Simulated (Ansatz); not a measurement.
# Phonons of AlCo (Pm-3m) against volume

Aim: how do the optical modes of AlCo (Pm-3m) move with volume?

Main program and level: Ansatz 0.2.0; DFT PBEsol, scalar-relativistic, plane waves, PAW; PAW set soft_1.

### Step 1. The structure

It takes space group Pm-3m (No. 221, cubic). The conventional cell has a = 2.819 Å, b = 2.819 Å, c = 2.819 Å, α = 90.00°, β = 90.00°, γ = 90.00°. Nearest to Al lie 8 Co at 2.44 Å. Co has 8 Al at 2.44 Å nearest. Farther neighbours are not listed.

### Step 2. Bringing the structure to rest

Harmonic phonons are second derivatives at a point where the forces vanish, and they are wanted at zero stress, so atoms and cell are relaxed first.

input.yaml reads:

```yaml
crystal:
  lattice:
    - [2.81940321, 0.0, 0.0]
    - [0.0, 2.81940321, 0.0]
    - [0.0, 0.0, 2.81940321]
  atoms:
    - { symbol: Al, position: [0.0, 0.0, 0.0] }
    - { symbol: Co, position: [0.5, 0.5, 0.5] }
kpoints:
  mp_grid: { grid: [14, 14, 14] }
hamiltonian:
  xc: pbesol
  pseudopotentials: { kind: paw, azcp: { folder: soft_1 }, xc_functional: pbe }
scf:
  occupations: { method: gaussian, width: 0.1 }
output:
  forces: true
  stress: true
  eigenvalues: true
  write_density: true
  write_potential: true
  elf: true
  volumetric_format: npy
relax:
  adjacent_minimum: "off"
  f_tol: 0.005
  max_steps: 80
  cell: { stress_tol: 0.05 }
```

The run is started by

```bash
> ansatz run input.yaml --threads 4 --pin off --max-ram 10240MiB --backend cpu --events-out ev --progress --plain --runs-dir out
```

Numbers of over 12 decimals in the logs are rounded to 6 here.

The program printed:

```text
Engine: ansatz 0.2.0, x86_64-unknown-linux-gnu
Pseudopotentials: kind: paw
Pseudopotential: Al, paw, valence charge 3, recommended cutoff 420 eV (normal), soft_1/Al.paw.azcp
Pseudopotential: Co, paw, valence charge 17, recommended cutoff 420 eV (normal), soft_1/Co.paw.azcp
Functional definition: PBEsol
  exchange = pbesol_x
  correlation = pbesol_c
Crystal: 2 atoms, lattice volume = 22.412 Å³
Basis set: ecut = 420 eV, 461 PW (Γ), exchange–correlation on 40×40×40 points (8 copies of the dense FFT grid, shifted against one another)
Bands: 14, of which v1, the nominal top of the filled ones, is band 10 counted from 1 (9 counted from 0)
Symmetry: 48 space group operations
Space group: Pm-3m (ITA 221), of the structure as read, at distance tolerance 2.8e-5 Å
k-points: 120 of 2744
Non-local potential: Al, projectors of the file, l = 0: 2, l = 1: 2, l = 2: 1
Non-local potential: Co, projectors of the file, l = 0: 3, l = 1: 2, l = 2: 3, l = 3: 1
PAW form: soft (Blöchl's): semilocal exchange-correlation on the pseudo side does not see the compensation charge
PAW frozen core: Al, regenerated for the run's functional, and the local potential with it (the file was generated under x = pbe(κ = 0.804, μ = 0.219515), c = pbe(β = 0.066725))
PAW frozen core: Co, regenerated for the run's functional, and the local potential with it (the file was generated under x = pbe(κ = 0.804, μ = 0.219515), c = pbe(β = 0.066725))
PAW one-centre angular grid: Al, 110 points (default); XC on 64 Gauss nodes
PAW one-centre angular grid: Co, 590 points (default); XC on 64 Gauss nodes
Initial density: superposition of atomic densities (chi_scale 0.1, normalization cell, long waves kept (reshape's long-wave potential 0.00 eV rms))
Initial wavefunctions: pseudopotential atomic-orbital guess
Functional: x = pbesol(κ = 0.804, μ = 0.123457), c = pbesol(β = 0.046)
SCF iter   1: F=—  HF=-5618.994097 eV  |F-HF|=—  |Δ(HF+E_count)|=         —  Δρ=6.93e-2  dr2=9.17e-1  ethr=3.10e-3  ⟨swp⟩=4.1  Hψ=7736  notcnv=0
preconditioner: auto → none  [metal: Δε(μ)=0.079 eV  Ē_g=8.725 eV  σ=0.100 eV  W_gap=0.41  n_scr=6 (ndim 8)  ℏωp=27.2 eV  f_vac=0.000  D(μ)=0.61/eV (n_scr^D=0)  sad-step TF]
SCF iter   2: F=—  HF=-5618.979806 eV  |F-HF|=—  |Δ(HF+E_count)|=   1.43e-2  Δρ=7.49e-2  dr2=1.10e0  ethr=3.10e-3  ⟨swp⟩=1.0  Hψ=2644  notcnv=0
SCF iter   3: F=—  HF=-5618.789151 eV  |F-HF|=—  |Δ(HF+E_count)|=   1.91e-1  Δρ=1.38e-2  dr2=3.69e-2  ethr=3.10e-3  ⟨swp⟩=2.2  Hψ=2317  notcnv=0
SCF iter   4: F=—  HF=-5618.782590 eV  |F-HF|=—  |Δ(HF+E_count)|=   6.56e-3  Δρ=5.56e-3  dr2=5.25e-3  ethr=1.85e-4  ⟨swp⟩=1.2  Hψ=2564  notcnv=0  defer=8
SCF iter   5: F=—  HF=-5618.781528 eV  |F-HF|=—  |Δ(HF+E_count)|=   1.06e-3  Δρ=6.92e-4  dr2=9.75e-5  ethr=2.63e-5  ⟨swp⟩=1.1  Hψ=1724  notcnv=0  defer=8
SCF iter   6: F=—  HF=-5618.781516 eV  |F-HF|=—  |Δ(HF+E_count)|=   1.22e-5  Δρ=6.15e-5  dr2=5.05e-7  ethr=4.87e-7  ⟨swp⟩=2.2  Hψ=2204  notcnv=0  defer=8
SCF iter   7: F=-5618.781516 eV  HF=-5618.781516 eV  |F-HF|=6.96e-9  |Δ(HF+E_count)|=   2.88e-7  Δρ=6.79e-6  dr2=7.51e-9  ethr=5.00e-10  ⟨swp⟩=8.6  Hψ=11005  notcnv=0
SCF 1 converged in 7 iterations: F = -5618.781516 eV  dr2 = 7.51e-9
  greatest PAW one-centre occupation: 1.001 electrons in one spin orbital (limit 2), on the Co atom at site 1 (counted from 0), in its partial waves of l = 1
relax step   1: F+E_penalty+E_count = -5618.78151591 eV  Δ(F+E_penalty+E_count) = +0.000e0 eV  max|allowed force component| = 1.169e-28 eV/Å  Δτ_max = 0.0000 Å  P = +0.625 GPa  Ω = 22.412 Å³  (7 SCF iters, dr2 threshold 1.00e-7 eV, accepted)
Crystal: 2 atoms, lattice volume = 22.451 Å³
Initial density: handed on by an earlier stage of this run
Initial wavefunctions: those handed on with the density
iter 1 solved again at ethr=1.51e-8 eV; its pass at ethr=3.10e-3 eV (dr2=3.03e-6 eV) is discarded
SCF iter   1: F=—  HF=-5618.781583 eV  |F-HF|=—  |Δ(HF+E_count)|=         —  Δρ=1.58e-4  dr2=3.81e-6  ethr=1.51e-8  ⟨swp⟩=2.0  Hψ=9605  notcnv=0
preconditioner: auto → none  [metal: Δε(μ)=0.071 eV  Ē_g=8.499 eV  σ=0.100 eV  W_gap=0.35  n_scr=6 (ndim 8)  ℏωp=27.1 eV  f_vac=0.000  D(μ)=0.67/eV (n_scr^D=6)]
SCF iter   2: F=—  HF=-5618.781610 eV  |F-HF|=—  |Δ(HF+E_count)|=   2.73e-5  Δρ=4.08e-5  dr2=2.38e-7  ethr=1.51e-8  ⟨swp⟩=1.3  Hψ=1820  notcnv=0
iter 3 did not close the SCF: its close was put off for the readings that it lacked (scf_convergence_deferred on its scf_iter line)
SCF iter   3: F=-5618.781610 eV  HF=-5618.781610 eV  |F-HF|=9.12e-9  |Δ(HF+E_count)|=   1.14e-7  Δρ=7.93e-6  dr2=8.70e-9  ethr=1.19e-9  ⟨swp⟩=2.0  Hψ=2345  notcnv=0
iter 4 did not close the SCF: its close was put off for the readings that it lacked (scf_convergence_deferred on its scf_iter line)
SCF iter   4: F=-5618.781610 eV  HF=-5618.781610 eV  |F-HF|=3.03e-10  |Δ(HF+E_count)|=   1.92e-9  Δρ=2.26e-6  dr2=6.19e-10  ethr=4.35e-11  ⟨swp⟩=2.4  Hψ=2566  notcnv=0
iter 5 did not close the SCF: its close was put off for the readings that it lacked (scf_convergence_deferred on its scf_iter line)
SCF iter   5: F=-5618.781610 eV  HF=-5618.781610 eV  |F-HF|=0.00e0  |Δ(HF+E_count)|=  2.82e-11  Δρ=7.47e-8  dr2=6.23e-13  ethr=3.10e-12  ⟨swp⟩=1.0  Hψ=1695  notcnv=0
SCF iter   6: F=-5618.781610 eV  HF=-5618.781610 eV  |F-HF|=3.64e-12  |Δ(HF+E_count)|=    0.00e0  Δρ=3.79e-9  dr2=1.87e-15  ethr=1.00e-12  ⟨swp⟩=3.3  Hψ=6271  notcnv=0
SCF 2 converged in 6 iterations: F = -5618.781610 eV  dr2 = 1.87e-15
relax step   2: F+E_penalty+E_count = -5618.78160979 eV  Δ(F+E_penalty+E_count) = -9.387e-5 eV  max|allowed force component| = 3.123e-30 eV/Å  Δτ_max = 0.0000 Å  P = +0.277 GPa  Ω = 22.451 Å³  energy of the carried Pulay correction = -1.820e-5 eV  (6 SCF iters, dr2 threshold 2.00e-7 eV, accepted)
Crystal: 2 atoms, lattice volume = 22.483 Å³
iter 1 solved again at ethr=1.03e-8 eV; its pass at ethr=3.10e-3 eV (dr2=2.06e-6 eV) is discarded
SCF iter   1: F=—  HF=-5618.781595 eV  |F-HF|=—  |Δ(HF+E_count)|=         —  Δρ=1.30e-4  dr2=2.56e-6  ethr=1.03e-8  ⟨swp⟩=2.0  Hψ=9607  notcnv=0
preconditioner: auto → none  [metal: Δε(μ)=0.072 eV  Ē_g=8.488 eV  σ=0.100 eV  W_gap=0.36  n_scr=6 (ndim 8)  ℏωp=27.1 eV  f_vac=0.000  D(μ)=0.68/eV (n_scr^D=6)]
iter 2 did not close the SCF: its close was put off for the readings that it lacked (scf_convergence_deferred on its scf_iter line)
SCF iter   2: F=-5618.781623 eV  HF=-5618.781623 eV  |F-HF|=1.31e-7  |Δ(HF+E_count)|=   2.75e-5  Δρ=3.32e-5  dr2=1.54e-7  ethr=1.03e-8  ⟨swp⟩=1.5  Hψ=1937  notcnv=0
iter 3 did not close the SCF: its close was put off for the readings that it lacked (scf_convergence_deferred on its scf_iter line)
SCF iter   3: F=-5618.781623 eV  HF=-5618.781623 eV  |F-HF|=5.31e-9  |Δ(HF+E_count)|=   8.23e-8  Δρ=6.33e-6  dr2=5.37e-9  ethr=7.68e-10  ⟨swp⟩=2.0  Hψ=2368  notcnv=0
iter 4 did not close the SCF: its close was put off for the readings that it lacked (scf_convergence_deferred on its scf_iter line)
SCF iter   4: F=-5618.781623 eV  HF=-5618.781623 eV  |F-HF|=2.20e-10  |Δ(HF+E_count)|=   1.44e-9  Δρ=1.90e-6  dr2=4.42e-10  ethr=2.69e-11  ⟨swp⟩=2.1  Hψ=2526  notcnv=0
iter 5 did not close the SCF: its close was put off for the readings that it lacked (scf_convergence_deferred on its scf_iter line)
SCF iter   5: F=-5618.781623 eV  HF=-5618.781623 eV  |F-HF|=9.09e-13  |Δ(HF+E_count)|=  2.46e-11  Δρ=4.36e-8  dr2=2.05e-13  ethr=2.21e-12  ⟨swp⟩=1.1  Hψ=1704  notcnv=0
SCF iter   6: F=-5618.781623 eV  HF=-5618.781623 eV  |F-HF|=0.00e0  |Δ(HF+E_count)|=  1.82e-12  Δρ=3.00e-9  dr2=8.23e-16  ethr=1.00e-12  ⟨swp⟩=3.3  Hψ=6236  notcnv=0
SCF 3 converged in 6 iterations: F = -5618.781623 eV  dr2 = 8.23e-16
relax step   3: F+E_penalty+E_count = -5618.78162289 eV  Δ(F+E_penalty+E_count) = -1.311e-5 eV  max|allowed force component| = 5.341e-30 eV/Å  Δτ_max = 0.0000 Å  P = +0.001 GPa  Ω = 22.483 Å³  energy of the carried Pulay correction = -3.272e-5 eV  (6 SCF iters, dr2 threshold 1.92e-7 eV, accepted)
Initial wavefunctions: pseudopotential atomic-orbital guess (no wavefunctions were taken with the density)
iter 1 solved again at ethr=1.39e-8 eV; its pass at ethr=3.10e-3 eV (dr2=2.78e-6 eV) is discarded
SCF iter   1: F=—  HF=-5618.781622 eV  |F-HF|=—  |Δ(HF+E_count)|=         —  Δρ=3.73e-6  dr2=1.09e-9  ethr=1.39e-8  ⟨swp⟩=3.0  Hψ=12738  notcnv=0
preconditioner: auto → none  [metal: Δε(μ)=0.071 eV  Ē_g=8.488 eV  σ=0.100 eV  W_gap=0.35  n_scr=6 (ndim 8)  ℏωp=27.1 eV  f_vac=0.000  D(μ)=0.68/eV (n_scr^D=6)]
SCF iter   2: F=—  HF=-5618.781648 eV  |F-HF|=—  |Δ(HF+E_count)|=   2.60e-5  Δρ=1.96e-6  dr2=1.93e-10  ethr=5.46e-12  ⟨swp⟩=2.0  Hψ=2911  notcnv=0
iter 3 did not close the SCF: its close was put off for the readings that it lacked (scf_convergence_deferred on its scf_iter line)
SCF iter   3: F=-5618.781648 eV  HF=-5618.781648 eV  |F-HF|=1.27e-11  |Δ(HF+E_count)|=  9.64e-11  Δρ=5.46e-7  dr2=1.41e-11  ethr=1.00e-12  ⟨swp⟩=2.9  Hψ=2442  notcnv=0
iter 4 did not close the SCF: its close was put off for the readings that it lacked (scf_convergence_deferred on its scf_iter line)
SCF iter   4: F=-5618.781648 eV  HF=-5618.781648 eV  |F-HF|=9.09e-13  |Δ(HF+E_count)|=  1.27e-11  Δρ=9.31e-8  dr2=8.36e-13  ethr=1.00e-12  ⟨swp⟩=1.0  Hψ=1680  notcnv=0
iter 5 did not close the SCF: its close was put off for the readings that it lacked (scf_convergence_deferred on its scf_iter line)
SCF iter   5: F=-5618.781648 eV  HF=-5618.781648 eV  |F-HF|=0.00e0  |Δ(HF+E_count)|=  9.09e-13  Δρ=2.64e-8  dr2=3.38e-14  ethr=1.00e-12  ⟨swp⟩=1.0  Hψ=1680  notcnv=0
iter 6 did not close the SCF: its close was put off for the readings that it lacked (scf_convergence_deferred on its scf_iter line)
SCF iter   6: F=-5618.781648 eV  HF=-5618.781648 eV  |F-HF|=0.00e0  |Δ(HF+E_count)|=  9.09e-13  Δρ=3.05e-9  dr2=1.75e-15  ethr=1.00e-12  ⟨swp⟩=1.0  Hψ=1680  notcnv=0
SCF iter   7: F=-5618.781648 eV  HF=-5618.781648 eV  |F-HF|=0.00e0  |Δ(HF+E_count)|=  2.73e-12  Δρ=1.24e-9  dr2=2.71e-16  ethr=1.00e-12  ⟨swp⟩=1.9  Hψ=4274  notcnv=0
SCF 4 converged in 7 iterations: F = -5618.781648 eV  dr2 = 2.71e-16
relax step   4: F+E_penalty+E_count = -5618.78164758 eV  Δ(F+E_penalty+E_count) = -2.469e-5 eV  max|allowed force component| = 4.996e-30 eV/Å  Δτ_max = 0.0000 Å  P = +0.003 GPa  Ω = 22.483 Å³  stress off target by 2.76e-3 GPa  SCF on the basis re-selected at this cell (its energy is not comparable with the rows above)  (7 SCF iters)
basis re-selected at this cell: Δ(F+E_penalty+E_count) = -2.469e-5 eV, ΔP = +0.001 GPa vs the last step (what re-selecting the basis moved, of the pressure what is left beyond the Pulay correction that the steps carried, after the strain that the cell walked since its last selection, with what the two solves' SCF thresholds leave and, on support functions, any second-order correction that the steps lacked; it is no m [...]
SCF converged after 7 iterations
Free energy (F): -5618.781648 eV
Harris-Foulkes:  -5618.781648 eV  (|F-HF|=0.00e0)
Internal energy: -5618.778269 eV  (E = F + TS)
E sigma→0 (E₀):  -5618.779958 eV
Entropy (-TS):   -0.003378 eV (-1.689 meV/atom)
Fermi energy:    14.859799 eV
--- Per-component energies (eV) ---
  E_band       = -276.501099
  E_kinetic    = 323.195128
  E_local      = -3456.899947  (includes V_loc(G=0)·N_el)
  E_nonlocal   = 450.211349
  E_hartree    = 1562.408171
  E_xc         = -131.757735
  E_vxc        = -151.246165  (∫ρ·V_xc dr)
  E_paw        = -2000.614351  (= ΣΔE_a)
  E_vpaw       = -566.577810  (= ΣTr[D̂ρ^β])
  E_aug_tail   = 0.000002  (compensation charges beyond the density's cutoff)
  E_ewald      = -2365.528446
  E_core_change = 0.207559  (= ΣΔE_core)
  E_smearing   = -0.003378  (= −TS)
  E_closure    = -0.000000  (closes the sum)
  Σ components = -5618.781648   (vs F -5618.781648, Δ=0.00e0)
--- Forces (eV/Å), atoms counted from 1 ---
  atom   1  Al     0.00000000     0.00000000    -0.00000000
  atom   2  Co    -0.00000000    -0.00000000     0.00000000
  max |Σ_I F_I| component: 9.99e-30 eV/Å
--- Stress (GPa, compression-positive) ---
        0.002760       0.000000      -0.000000
        0.000000       0.002760       0.000000
       -0.000000      -0.000000       0.002760
  P = ⅓ Tr σ = 0.0028 GPa (0.028 kbar)
--- Band table (eV; the first three rows and the last of 120) ---
  k-point 0: bands = [... 6 lower, 11.7175, 14.0008, 14.0008, 14.0008, 20.9327, 20.9327, 20.9327, 23.6878]
  k-point 1: bands = [... 6 lower, 11.7456, 13.9456, 13.9456, 14.0066, 19.9976, 21.0711, 21.0711, 23.6711]
  k-point 2: bands = [... 6 lower, 11.8257, 13.7981, 13.7981, 14.0231, 18.4451, 21.4690, 21.4690, 23.6219]
  k-point 119: bands = [... 6 lower, 10.7711, 14.6321, 14.6321, 17.1810, 17.1810, 17.1810, 19.2478, 20.3834]
--- Relaxed structure (3 steps of the walk, 3 accepted, 1 SCFs on fresh bases) ---
  F+E_penalty+E_count = -5618.78164758 eV   max|allowed force component| = 4.996e-30 eV/Å   (the final SCF, on the basis selected at the relaxed cell)
  cell:  # Å, volume = 22.4832 Å³
    - [2.822407, 0, 0.0]
    - [0, 2.822407, 0]
    - [0, 0, 2.822407]
  atoms:
    - { symbol: Al, position: [0, 0, 0] }
    - { symbol: Co, position: [0.5, 0.5, 0.5] }
```

The job ended after 2.5 s (4 threads of AMD EPYC 7B13 (Zen 3), shared host; peak memory 0.44 GiB).

This run has no spin polarisation, although Co can carry a moment.

The steps of the relaxation:

```
step  energy less that of the first step (eV)  largest force component (eV/Å)  pressure (GPa)  volume (Å³)
   1                                   0.0000                          0.0000            0.62        22.41
   2                                  -0.0001                          0.0000            0.28        22.45
   3                                  -0.0001                          0.0000            0.00        22.48
  4*                                  -0.0001                          0.0000            0.00        22.48
```

Relaxation steps marked * repeat the geometry before them on a plane-wave basis chosen anew for their cell, so energy and pressure can jump there.

The run keeps the 48 symmetry operations that it works with, so distortions that break them were not tested.

```
conventional cell, symmetrised  before  after  change
                         a (Å)   2.819  2.822  +0.1 %
                         b (Å)   2.819  2.822  +0.1 %
                         c (Å)   2.819  2.822  +0.1 %
              volume (Å³/atom)   11.21  11.24  +0.3 %
```

The relaxed structure:

```
Al Co
1.0
     2.82241    0.00000    0.00000
     0.00000    2.82241    0.00000
     0.00000    0.00000    2.82241
Al Co
1 1
Direct
  0.00000 0.00000 0.00000
  0.50000 0.50000 0.50000
```

Numbers from this step:

- pressure: 0.002760 GPa
- volume per atom: 11.24 Å³
- gap on the k-mesh: 0 eV

ELF in the ac plane at fractional y = 0.500, with atoms of Co within 0.2 Å of it. It is the smooth field of the valence electrons, not physical close to the nuclei.

Values, 15 rows by 15 columns:
```
0.50 0.49 0.48 0.46 0.42 0.38 0.34 0.32 0.32 0.34 0.38 0.42 0.46 0.48 0.49
0.49 0.48 0.45 0.39 0.32 0.25 0.20 0.18 0.18 0.20 0.25 0.32 0.39 0.45 0.48
0.48 0.46 0.39 0.30 0.22 0.19 0.17 0.16 0.16 0.17 0.19 0.22 0.30 0.39 0.46
0.46 0.42 0.32 0.22 0.21 0.23 0.24 0.23 0.23 0.24 0.23 0.21 0.22 0.32 0.42
0.44 0.38 0.25 0.19 0.23 0.30 0.36 0.39 0.39 0.36 0.30 0.23 0.19 0.25 0.38
0.43 0.34 0.20 0.17 0.24 0.36 0.51 0.61 0.61 0.51 0.36 0.24 0.17 0.20 0.34
0.42 0.32 0.18 0.16 0.23 0.39 0.61 0.75 0.75 0.61 0.39 0.23 0.16 0.18 0.32
0.42 0.32 0.18 0.16 0.23 0.39 0.61 0.75 0.75 0.61 0.39 0.23 0.16 0.18 0.32
0.43 0.34 0.20 0.17 0.24 0.36 0.51 0.61 0.61 0.51 0.36 0.24 0.17 0.20 0.34
0.44 0.38 0.25 0.19 0.23 0.30 0.36 0.39 0.39 0.36 0.30 0.23 0.19 0.25 0.38
0.46 0.42 0.32 0.22 0.21 0.23 0.24 0.23 0.23 0.24 0.23 0.21 0.22 0.32 0.42
0.48 0.46 0.39 0.30 0.22 0.19 0.17 0.16 0.16 0.17 0.19 0.22 0.30 0.39 0.46
0.49 0.48 0.45 0.39 0.32 0.25 0.20 0.18 0.18 0.20 0.25 0.32 0.39 0.45 0.48
0.50 0.49 0.48 0.46 0.42 0.38 0.34 0.32 0.32 0.34 0.38 0.42 0.46 0.48 0.49
0.50 0.50 0.49 0.48 0.46 0.44 0.43 0.42 0.42 0.43 0.44 0.46 0.48 0.49 0.50
```
Columns run along a (2.8 Å), rows up along c (2.8 Å). Atoms in or near the plane, at fractional coordinates: Co at (0.50, 0.50).

Valence density in the ac plane at fractional y = 0.500, with atoms of Co within 0.2 Å of it. It is the smooth field of the valence electrons, not physical close to the nuclei.

Ten steps, logarithmic in the rise over the least value, from '0' (0 e/Å³) to '9' (42 e/Å³):
```
000000000000000
000000000000000
000001111110000
000012333321000
000123566532100
000135788753100
000136899863100
000136899863100
000135788753100
000123566532100
000012333321000
000001111110000
000000000000000
000000000000000
000000000000000
```
Columns run along a (2.8 Å), rows up along c (2.8 Å). Atoms in or near the plane, at fractional coordinates: Co at (0.50, 0.50).

Electrostatic potential energy in the ac plane at fractional y = 0.500, with atoms of Co within 0.2 Å of it. With pseudopotentials it is smooth inside the atoms' cores, unlike the true potential.

Ten even steps from '_' (-32 eV) to '@' (16 eV):
```
@@@@@@@@@@@@@@@@@@@@@@@@@@@@@@
@@@@@@@@@@@@@@@@@@@@@@@@@@@@@@
@@@@@@@@@@%%##****##%%@@@@@@@@
@@@@@@@@##++--::::--++##@@@@@@
@@@@@@%%++::________::++%%@@@@
@@@@@@##--____________--##@@@@
@@@@@@**::____....____::**@@@@
@@@@@@**::____....____::**@@@@
@@@@@@##--____________--##@@@@
@@@@@@%%++::________::++%%@@@@
@@@@@@@@##++--::::--++##@@@@@@
@@@@@@@@@@%%##****##%%@@@@@@@@
@@@@@@@@@@@@@@@@@@@@@@@@@@@@@@
@@@@@@@@@@@@@@@@@@@@@@@@@@@@@@
@@@@@@@@@@@@@@@@@@@@@@@@@@@@@@
```
Columns run along a (2.8 Å; values clipped at the 3rd and 97th percentile), rows up along c (2.8 Å). Atoms in or near the plane, at fractional coordinates: Co at (0.50, 0.50).

In this step the volume went from 11.21 to 11.24 Å³/atom.

### Step 3. Tight relaxation

Phonons need small forces and stress, so the relaxation is finished with tight tolerances on 16×16×16 k points.

input.yaml reads:

```yaml
crystal:
  lattice:
    - [2.8224065044, 0.0, 0.0]
    - [0.0, 2.8224065044, 0.0]
    - [0.0, 0.0, 2.8224065044]
  atoms:
    - { symbol: Al, position: [0.0, 0.0, 0.0] }
    - { symbol: Co, position: [0.5, 0.5, 0.5] }
kpoints:
  mp_grid: { grid: [16, 16, 16] }
hamiltonian:
  xc: pbesol
  pseudopotentials: { kind: paw, azcp: { folder: soft_1 }, xc_functional: pbe }
scf:
  occupations: { method: methfessel_paxton, width: 0.2 }
output:
  forces: true
  stress: true
  eigenvalues: true
relax:
  adjacent_minimum: "off"
  f_tol: 0.001
  max_steps: 60
  cell: { stress_tol: 0.01 }
```

The program printed:

```text
[...]
Crystal: 2 atoms, lattice volume = 22.483 Å³
Basis set: ecut = 420 eV, 461 PW (Γ), exchange–correlation on 40×40×40 points (8 copies of the dense FFT grid, shifted against one another)
Bands: 14, of which v1, the nominal top of the filled ones, is band 10 counted from 1 (9 counted from 0)
Symmetry: 48 space group operations
[...]
k-points: 165 of 4096
[...]
k-point 164: bands = [... 6 lower, 10.7726, 14.6327, 14.6327, 17.1846, 17.1846, 17.1846, 19.2535, 20.3869]
--- Relaxed structure (3 steps of the walk, 3 accepted, 1 SCFs on fresh bases) ---
[...]
cell:  # Å, volume = 22.4785 Å³
    - [2.822209, 0, 0.0]
    - [0, 2.822209, 0.0]
    - [0.0, 0.0, 2.822209]
  atoms:
    - { symbol: Al, position: [0, 0, 0] }
    - { symbol: Co, position: [0.5, 0.5, 0.5] }
[key lines of the parts left out:]
SCF converged after 5 iterations
Free energy (F): -5618.777913 eV
Fermi energy:    14.862561 eV
P = ⅓ Tr σ = 0.0005 GPa (0.005 kbar)
```

It took 2.7 s on 4 threads; peak memory 0.45 GiB.

Little changed from the start: no atom moved by 0.005 Å and no cell edge by 0.1 %.

This step gave:

* pressure: 5.46e-4 GPa

The forces vanish by symmetry and the pressure is 0.001 GPa, within the tolerances set. The cell now holds 11.24 Å³/atom.

[end of part 1 of 2]

[Logs are printed without paths, hosts, clocks, repeated set-up lines and the standing remarks that a program may print on its own settings, such as how far it seeks lower states.]

[Hosts, paths, dates, database ids (printed as entryN), source tags and the programs' standing remarks are cut or masked in the printed files.]
